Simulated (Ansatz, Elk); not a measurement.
# YTi2Pd2: X-ray structure factors from the self-consistent density

The structure of YTi2Pd2 used here is made up (a known structure type with other elements) and was relaxed beforehand with PBEsol. The aim is the Fourier transform of its all-electron density, F(hkl), set beside the sum over free spherical atoms that refinements use.

Main program and level: Elk 11.2.3 (patched build); DFT, PBE, all-electron APW+lo, Dirac cores, scalar-relativistic bands, static density, no spin.

The structure was built from a prototype and need not be the compound's stable phase.

## 1. Set-up

It takes space group I4/mmm (No. 139, tetragonal). Conventional cell: a = 4.602 Å, b = 4.602 Å, c = 9.203 Å, α = 90.00°, β = 90.00°, γ = 90.00°. Nearest to Pd lie 4 Ti at 2.52 Å and 4 Y at 3.25 Å and 4 Pd at 3.25 Å. Nearest to Y lie 8 Pd at 3.25 Å and 10 Ti at 3.33 to 3.49 Å. Nearest to Ti lie 4 Pd at 2.52 Å and 1 Ti at 2.54 Å and 5 Y at 3.33 to 3.49 Å. Farther neighbours are not listed.

## 2. Ground state and structure factors

An all-electron density is needed, since X-rays see the cores too. Task 0 finds the density and task 195 Fourier-transforms it; tshift is off so that phases refer to the origin typed.

elk.in reads:

```
tasks
  0
  195

xctype
  20

spinpol
  .false.

rgkmax
  7.0

gmaxvr
  14.0

lmaxo
  7

lmaxapw
  8

swidth
  0.002

tshift
  .false.

ramdisk
  .false.

hmaxvr
  5.5

maxscl
  120

epspot
  1e-06

sppath
  './'

avec
  -4.34817065447 4.34817065447 8.69575344766
  4.34817065447 -4.34817065447 8.69575344766
  4.34817065447 4.34817065447 -8.69575344766

atoms
  3
  'Pd.in'
  2
  0.7500000000 0.2500000000 0.5000000000   0.000000 0.000000 0.000000
  0.2500000000 0.7500000000 0.5000000000   0.000000 0.000000 0.000000
  'Y.in'
  1
  0.0000000000 0.0000000000 0.0000000000   0.000000 0.000000 0.000000
  'Ti.in'
  2
  0.3620268190 0.3620268190 0.0000000000   0.000000 0.000000 0.000000
  0.6379731810 0.6379731810 0.0000000000   0.000000 0.000000 0.000000

ngridk
  7 7 7
```

Started as:

```
$ OMP_NUM_THREADS=4 elk
```

Numbers of over 12 decimals in the logs are rounded to 6 here.

The program printed:

```text
┌─────────────────────────┐
│ Elk code version 11.2.3 │
└─────────────────────────┘

All units are atomic (Hartree, Bohr, etc.)

┌─────────────────────────────────────────────────┐
│ Ground-state run starting from atomic densities │
└─────────────────────────────────────────────────┘

Lattice vectors :
  -4.348170654       4.348170654       8.695753448
   4.348170654      -4.348170654       8.695753448
   4.348170654       4.348170654      -8.695753448

Reciprocal lattice vectors :
  0.2504309911E-16  0.7225090511      0.3612789475
  0.7225090511      0.2504309911E-16  0.3612789475
  0.7225090511      0.7225090511     -0.1172237410E-16

Unit cell volume      :    657.6281125
Brillouin zone volume :   0.3771891875

Muffin-tin inner radius fraction :   0.1000000000E-01

Nuclei treated as point charges

Species : 1 (Pd)
 parameters loaded from : Pd.in
 name : palladium
 nuclear charge    :   -46.00000000
 electronic charge :    46.00000000
 atomic mass :    193991.7927
 muffin-tin radius :    2.451652406
 number of radial points in muffin-tin :    993
 inner part over the whole radius :   0.9954035546E-02
 number on inner part of muffin-tin    :    706
 approximate nuclear radius :   0.8586907259E-04
 number of mesh points to nuclear radius :    354
 atomic positions (lattice), magnetic fields (Cartesian) :
  1 :  -0.25000000  0.25000000  0.50000000    0.00000000  0.00000000  0.00000000
  2 :   0.25000000 -0.25000000  0.50000000    0.00000000  0.00000000  0.00000000

Species : 2 (Y)
 parameters loaded from : Y.in
 name : yttrium
 nuclear charge    :   -39.00000000
 electronic charge :    39.00000000
 atomic mass :    162065.4503
 muffin-tin radius :    2.600000000
 number of radial points in muffin-tin :   1193
 inner part over the whole radius :   0.9871815862E-02
 number on inner part of muffin-tin    :    847
 approximate nuclear radius :   0.8135895711E-04
 number of mesh points to nuclear radius :    416
 atomic positions (lattice), magnetic fields (Cartesian) :
  1 :   0.00000000  0.00000000  0.00000000    0.00000000  0.00000000  0.00000000

Species : 3 (Ti)
 parameters loaded from : Ti.in
 name : titanium
 nuclear charge    :   -22.00000000
 electronic charge :    22.00000000
 atomic mass :    87256.20317
 muffin-tin radius :    2.263063760
 number of radial points in muffin-tin :    993
 inner part over the whole radius :   0.9848792911E-02
 number on inner part of muffin-tin    :    697
 approximate nuclear radius :   0.6805665174E-04
 number of mesh points to nuclear radius :    326
 atomic positions (lattice), magnetic fields (Cartesian) :
  1 :   0.36202682  0.36202682  0.00000000    0.00000000  0.00000000  0.00000000
  2 :  -0.36202682 -0.36202682  0.00000000    0.00000000  0.00000000  0.00000000

Total number of atoms per unit cell :    5
Total muffin-tin volume :    294.1710775
 ratio of muffin-tin to unit cell volume :   0.4473213232

Spin treatment :
 spin-unpolarised

Number of Bravais lattice symmetries :   16
Number of crystal symmetries         :   16
Crystal has inversion symmetry
Real symmetric eigensolver will be used

k-point grid :      7     7     7
k-point offset :    0.000000000       0.000000000       0.000000000
k-point set is reduced with full crystal symmetry group
Total number of k-points :       40

Muffin-tin radius times maximum |G+k| :    7.000000000
 using average radius
Maximum |G+k| for APW functions       :    2.909530478
Maximum (1/2)|G+k|²                   :    4.232683801
Maximum |G| for potential and density :    14.00000000
Constant for pseudocharge density :    9
 order of it for each species :   16  16  16
 order of it for pair densities of each species (exact exchange by exxq0 0: 17) :   10  11   8
Radial integration step length :    1

G-vector grid sizes :     48    48    48
Number of G-vectors :    30495

Maximum angular momentum used for
 APW functions            :    8
 outer part of muffin-tin :    7
 inner part of muffin-tin :    2

Total nuclear charge    :   -175.0000000
[...]
xc potential                :     -550.38199927435
 exchange                    :     -471.36622051307
 correlation                 :     -8.785508
 electron entropic           :    -0.22521405223664E-02
 total energy                :     -15183.653759915

Density of states at Fermi energy :    178.3471607
 (states/Hartree/unit cell)

Estimated indirect band gap :   0.2418910228E-03
 from k-point 34 to k-point 1
Estimated direct band gap   :   0.3525066189E-02
 at k-point 11

Charges :
 core                        :    104.0000000
 valence                     :    71.00000000
 interstitial                :    9.958382863
 muffin-tins (core leakage)
  species : 1 (Pd)
   atom 1                    :    42.70090163     ( -0.6658091287E-06)
[...]
species : 2 (Y)
[...]
species : 3 (Ti)
[...]
total in muffin-tins        :    165.0416171
 total calculated charge     :    175.0000924
 total charge                :    175.0000000
 error                       :   0.9244274804E-04

RMS change in Kohn-Sham potential (target) :   0.7917726795     (  0.1000000000E-05)
Absolute change in total energy (target)   :   0.7268446435     (  0.1000000000E-03)

[... loops 3 to 18 left out ...]

┌──────────────────┐
│ Loop number : 19 │
└──────────────────┘

Energies :
 Fermi                       :     0.288825
 sum of occupied eigenvalues :     -9033.5290528259
 electron kinetic            :      15757.895984372
 core electron kinetic       :      15218.247050964
 Coulomb                     :     -30462.827136321
 Coulomb potential           :     -24162.927539179
 nuclear-nuclear             :     -1782.4671904334
 electron-nuclear            :     -33246.237083179
 Hartree                     :      4565.8771372911
 Madelung                    :     -18381.363366732
 xc potential                :     -628.49749801857
 exchange                    :     -473.71883887291
 correlation                 :     -8.799957
 electron entropic           :    -0.21348062451244E-02
 total energy                :     -15187.452082293

Density of states at Fermi energy :    164.9735123
 (states/Hartree/unit cell)

Estimated indirect band gap :   0.9823913311E-03
 from k-point 1 to k-point 13
Estimated direct band gap   :   0.2485459575E-02
 at k-point 2

Charges :
 core                        :    104.0000000
 valence                     :    71.00000000
 interstitial                :    8.302472031
 muffin-tins (core leakage)
  species : 1 (Pd)
[...]
species : 2 (Y)
[...]
species : 3 (Ti)
[...]
total in muffin-tins        :    166.6975280
 total calculated charge     :    175.0002067
 total charge                :    175.0000000
 error                       :   0.2067260627E-03

RMS change in Kohn-Sham potential (target) :   0.3086051012E-06 (  0.1000000000E-05)
Absolute change in total energy (target)   :   0.6499176925E-04 (  0.1000000000E-03)

Convergence targets achieved

┌──────────────────┐
│ Loop number : 20 │
└──────────────────┘

Energies :
 Fermi                       :     0.288825
 sum of occupied eigenvalues :     -9033.5290457106
 electron kinetic            :      15757.895999622
 core electron kinetic       :      15218.247050113
 Coulomb                     :     -30462.827144246
 Coulomb potential           :     -24162.927519489
 nuclear-nuclear             :     -1782.4671904334
 electron-nuclear            :     -33246.237118183
 Hartree                     :      4565.8771643706
 Madelung                    :     -18381.363384501
 xc potential                :     -628.49752584368
 exchange                    :     -473.71883933456
 correlation                 :     -8.799957
 electron entropic           :    -0.21348076209327E-02
 total energy                :     -15187.452075438

Density of states at Fermi energy :    164.9736510
 (states/Hartree/unit cell)

Estimated indirect band gap :   0.9823407599E-03
 from k-point 1 to k-point 13
Estimated direct band gap   :   0.2485425421E-02
 at k-point 2

Charges :
 core                        :    104.0000000
 valence                     :    71.00000000
 interstitial                :    8.302471864
 muffin-tins (core leakage)
  species : 1 (Pd)
[...]
species : 2 (Y)
   atom 1                    :    36.69289596     (  0.8505442683E-05)
  species : 3 (Ti)
   atom 1                    :    20.14201522     ( -0.2148662013E-06)
   atom 2                    :    20.14201522     ( -0.2148662013E-06)
 total in muffin-tins        :    166.6975281
 total calculated charge     :    175.0002067
 total charge                :    175.0000000
 error                       :   0.2067271364E-03

┌──────────────────────────────┐
│ Self-consistent loop stopped │
└──────────────────────────────┘

Wrote STATE.OUT
```

It took 30 s on 4 threads of Intel Xeon 6975P-C (Granite Rapids), shared host; peak memory 0.24 GiB.

SFACRHO.OUT:

```text

h k l indices transformed by vhmat matrix:
   1.000000000       0.000000000       0.000000000    
   0.000000000       1.000000000       0.000000000    
   0.000000000       0.000000000       1.000000000    

      h      k      l  multipl.   |H|            Re(F)            Im(F)           |F|

      0      0      0      1   0.0000000       175.00000      0.39815351E-16   175.00000    
      1      1     -1      2  0.72255790      -56.180910     -0.91264234E-14   56.180910    
     -1      0      1      8  0.80780060       9.9827245      -0.0000000       9.9827245    
      1     -1      0      4   1.0217821      -11.805867      0.54905842E-16   11.805867    
      1      1      0      8   1.2514506       101.03929     -0.45632117E-13   101.03929    
      1      2     -1      8   1.3025827       58.223340      0.11408029E-14   58.223340    
     -1      1      1      4   1.4450181       132.49240     -0.38660620E-13   132.49240    
      2      2     -2      2   1.4451158       72.689730      0.17112044E-13   72.689730    
      2      0     -2      8   1.6156012      -44.653522     -0.15971241E-13   44.653522    
      1      0      1     16   1.6554815       9.7166181      -0.0000000       9.7166181    
     -1     -3      2      8   1.7698583      -64.836052      0.15971241E-13   64.836052    
      1      2     -3     16   1.9454560       49.621955      -0.0000000       49.621955    
      2      3     -3      8   1.9455285       36.435437      -0.0000000       36.435437    
      0      0     -2      4   2.0435642       114.35799      0.70800529E-13   114.35799    
      3      1     -3      8   2.0436333       63.855132      0.51336132E-13   63.855132    
      1      1      1      8   2.1675434      -38.823126      0.61603358E-13   38.823126    
      3      3     -3      2   2.1676737      -22.992362     -0.22816059E-13   22.992362    
      1     -2     -1      8   2.1974295       9.1311683      -0.0000000       9.1311683
```

Elk indexes on the primitive cell of elk.in and gives |H| = 4π sin θ/λ in inverse bohr. Below, one row stands for each form hkl of the conventional cell (m members, Friedel mates merged), F is for one primitive cell and the density is static (no thermal factor). Free-atom factors are Waasmaier and Kirfel's, and R is Σm||F|−|F'||/Σm|F|.

| hkl | m | sin θ/λ (Å⁻¹) | abs F, DFT | neutral atoms | diff. |
| --- | --- | --- | --- | --- | --- |
| 002 | 2 | 0.109 | 56.181 | 56.757 | -0.576 |
| 101 | 8 | 0.121 | 9.983 | 10.160 | -0.177 |
| 110 | 4 | 0.154 | 11.806 | 12.527 | -0.722 |
| 112 | 8 | 0.188 | 101.039 | 101.835 | -0.796 |
| 103 | 8 | 0.196 | 58.223 | 58.550 | -0.327 |
| 200 | 4 | 0.217 | 132.492 | 133.365 | -0.873 |
| 004 | 2 | 0.217 | 72.690 | 72.904 | -0.214 |
| 202 | 8 | 0.243 | 44.654 | 45.360 | -0.706 |
| 211 | 16 | 0.249 | 9.717 | 9.653 | +0.064 |
| 114 | 8 | 0.266 | 64.836 | 65.618 | -0.782 |
| 213 | 16 | 0.293 | 49.622 | 49.742 | -0.120 |
| 105 | 8 | 0.293 | 36.435 | 36.659 | -0.223 |
| 220 | 4 | 0.307 | 114.358 | 114.534 | -0.176 |
| 204 | 8 | 0.307 | 63.855 | 63.875 | -0.020 |

## 3. The highest occupied states alone

An energy window below the Fermi level keeps the highest occupied states, to see at which angles they scatter; shallow core shells can lie inside it and anion s states outside. No new self-consistency is needed.

elk.in, as its differences from that of step 2:

```diff
@@ -1,3 +1,2 @@
 tasks
-  0
   195
@@ -40,2 +39,5 @@
 
+wsfac
+  -0.262410 0.588830
+
 sppath
```

Started as:

```
$ OMP_NUM_THREADS=4 elk
```

The program printed:

```text
┌─────────────────────────────────┐
│ Elk code version 11.2.3 started │
└─────────────────────────────────┘

Info(readinput): the functional depends on the density's gradient
 muffin-tin radial points multiplied by    2.00000
 (not where nrmtscf is given)

┌────────────────────┐
│ Current task : 195 │
└────────────────────┘
Info(checkmt): changed muffin-tin radius of species 1 (Pd) from   2.6000 to   2.4517
Info(checkmt): changed muffin-tin radius of species 3 (Ti) from   2.4000 to   2.2631

Info(sfacrho): density structure factors written to SFACRHO.OUT

 Energy window :  -0.2624100000      0.5888300000

┌──────────────────┐
│ Elk code stopped │
└──────────────────┘
```

It took 6.7 s on 4 threads; peak memory 0.17 GiB; 9.3 s of CPU time.

States within 15 eV below the Fermi level hold 31.00 electrons; any levels below the window count with the cores. Their amplitudes can exceed the total, where window and core parts have opposite phase:

```
hkl  sin θ/λ (Å⁻¹)  abs F, window  abs F, all
002          0.109         14.817      56.181
101          0.121          1.919       9.983
110          0.154          8.633      11.806
112          0.188          8.805     101.039
103          0.196          1.404      58.223
200          0.217          8.752     132.492
004          0.217          6.238      72.690
202          0.243          5.890      44.654
211          0.249          0.735       9.717
114          0.266          5.504      64.836
```

## 4. Another functional

The difference from free atoms is small, so it is set against the change that LDA (Perdew-Wang) makes.

elk.in, as its differences from that of step 3:

```diff
@@ -1,2 +1,3 @@
 tasks
+  0
   195
@@ -4,3 +5,3 @@
 xctype
-  20
+  3
 
@@ -39,5 +40,2 @@
 
-wsfac
-  -0.262410 0.588830
-
 sppath
```

Started as:

```
$ OMP_NUM_THREADS=4 elk
```

The program printed:

```text
┌─────────────────────────┐
│ Elk code version 11.2.3 │
└─────────────────────────┘

All units are atomic (Hartree, Bohr, etc.)

┌─────────────────────────────────────────────────┐
│ Ground-state run starting from atomic densities │
└─────────────────────────────────────────────────┘

Lattice vectors :
  -4.348170654       4.348170654       8.695753448
   4.348170654      -4.348170654       8.695753448
   4.348170654       4.348170654      -8.695753448

Reciprocal lattice vectors :
  0.2504309911E-16  0.7225090511      0.3612789475
[...]
interstitial                :    8.264087877
 muffin-tins (core leakage)
  species : 1 (Pd)
[...]
species : 2 (Y)
[...]
species : 3 (Ti)
   atom 1                    :    20.15873359     ( -0.3481104669E-05)
   atom 2                    :    20.15873359     ( -0.3481104669E-05)
 total in muffin-tins        :    166.7359121
 total calculated charge     :    175.0002462
 total charge                :    175.0000000
 error                       :   0.2461587267E-03

┌──────────────────────────────┐
│ Self-consistent loop stopped │
└──────────────────────────────┘

Wrote STATE.OUT
[key lines of the parts left out:]
total energy                :     -15170.622906677
```

The job ended after 18 s (4 threads; peak memory 0.18 GiB; 55 s of CPU time).

Against the first run R = 0.04 %; the largest change is -0.061 at 220.

## 5. A coarser k-mesh

About half the k-points along each axis test the sampling.

elk.in, as its differences from that of step 4:

```diff
@@ -5,3 +5,3 @@
 xctype
-  3
+  20
 
@@ -63,2 +63,2 @@
 ngridk
-  7 7 7
+  4 4 4
```

Started as:

```
$ OMP_NUM_THREADS=4 elk
```

The program printed:

```text
┌─────────────────────────┐
│ Elk code version 11.2.3 │
└─────────────────────────┘

All units are atomic (Hartree, Bohr, etc.)

┌─────────────────────────────────────────────────┐
│ Ground-state run starting from atomic densities │
└─────────────────────────────────────────────────┘

Lattice vectors :
  -4.348170654       4.348170654       8.695753448
   4.348170654      -4.348170654       8.695753448
   4.348170654       4.348170654      -8.695753448

Reciprocal lattice vectors :
  0.2504309911E-16  0.7225090511      0.3612789475
[...]
interstitial                :    8.305631117
 muffin-tins (core leakage)
  species : 1 (Pd)
[...]
species : 2 (Y)
[...]
species : 3 (Ti)
   atom 1                    :    20.14244688     ( -0.2148649294E-06)
   atom 2                    :    20.14244688     ( -0.2148649294E-06)
 total in muffin-tins        :    166.6943689
 total calculated charge     :    175.0001922
 total charge                :    175.0000000
 error                       :   0.1922421112E-03

┌──────────────────────────────┐
│ Self-consistent loop stopped │
└──────────────────────────────┘

Wrote STATE.OUT
[key lines of the parts left out:]
total energy                :     -15187.451113134
```

It took 18 s on 4 threads; peak memory 0.25 GiB; 42 s of CPU time.

Against the first run R = 0.01 %; the largest change is -0.015 at 008.

## 6. Settings against the effect

```
              run  R against the first run (%)  R against neutral atoms, low angle (%)  wall time
    PBE, rgkmax 7                         0.00                                    0.81       30 s
LDA (Perdew-Wang)                         0.04                                    0.84       18 s
     k-mesh 4×4×4                         0.01                                    0.81       18 s
```

## 7. Outcome

```json
{
 "R against neutral atoms, sin θ/λ < 0.3 Å⁻¹": "0.81 %",
 "R against neutral atoms, 0.3 to 0.79 Å⁻¹": "0.29 %"
}
```

In words: Independent neutral atoms miss the calculated amplitudes by R = 0.81 % below 0.3 Å⁻¹ and 0.29 % from there to 0.79 Å⁻¹; by shells, 1.34 % below 0.15 Å⁻¹ (2 forms), 0.79 % 0.15 to 0.3 (10 forms), 0.35 % 0.3 to 0.45 (21 forms), 0.28 % above 0.45 (116 forms). Bonding, aspherical density and the tables' own atoms all enter these figures, and the runs don't part them. The largest change of an amplitude is -0.87 electrons, at 200. The window's part falls from 31.0 electrons at the origin to at most 0.42 between 0.45 and 0.79 Å⁻¹. Below 0.3 Å⁻¹ the changes that finished (LDA (Perdew-Wang) and k-mesh 4×4×4) move F by R = 0.04 % at most, against the 0.81 % that separates it from free atoms. The basis has no finished test. These runs have no spin, though d or f shells may be open. Part of the difference isn't bonding: the tables are fits to free atoms and ions calculated by other methods than this functional. Thermal motion, anomalous dispersion and extinction are left out.

[Logs are printed without paths, hosts, clocks, repeated set-up lines and the standing remarks that a program may print on its own settings, such as how far it seeks lower states.]

[Hosts, paths, dates, database ids (printed as entryN), source tags and the programs' standing remarks are cut or masked in the printed files.]
